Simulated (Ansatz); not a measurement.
# Does disorder add resistance in series? Rh(111) layers displaced at 180 K

Two lengths of the disordered region are known. What area resistance does the third give?

How it was computed: Ansatz 0.2.0, plane waves with PAW datasets at their recommended cutoffs (420 eV for most), Fermi-Dirac smearing; ballistic transmission by layer matching. The area resistance is RA = A (h/2e²)(1/T − 1/N), with T the zone-mean transmission per spin and N the lead's channels, both averaged over a few energies near the Fermi level; for magnets each spin is taken apart, with h/e², and the two conduct in parallel. Lateral cell 2x2, PBE, a fresh random draw for each length. Atoms are displaced independently, by 0.0362 Å r.m.s. per direction; each RA is scaled by the nominal over the drawn mean square displacement.

The runs, with one result withheld:

| length (Å) | channels N | RA (fΩ m²) |
| --- | --- | --- |
| 8.78 | 7.000 | 0.0347 |
| 17.6 | 7.000 | 0.0614 |
| 26.3 | 7.000 | ? |

**Fit on the rows shown.**

Ohm's law makes RA linear in the length: the slope is (0.0614 − 0.0347)/(17.6 − 8.78) = 3.05×10⁻³ fΩ m² per Å, or 3.0 µΩ cm. Then 0.0614 + 3.05×10⁻³ × 8.78. Predicted: 0.0882 fΩ m².

**The withheld run.**

0.0842 fΩ m², so the prediction is 4.7 % too high. The three lengths together give 2.8 µΩ cm. The two increments are 0.027 and 0.023 fΩ m², roughly as Ohm's law has it, though with one draw for each length that is a weak test.

Caveats: The scatterers repeat sideways with the small cell. The slope is a raw one; a model of isotropic scattering puts it 1.16 times the bulk value over these lengths.
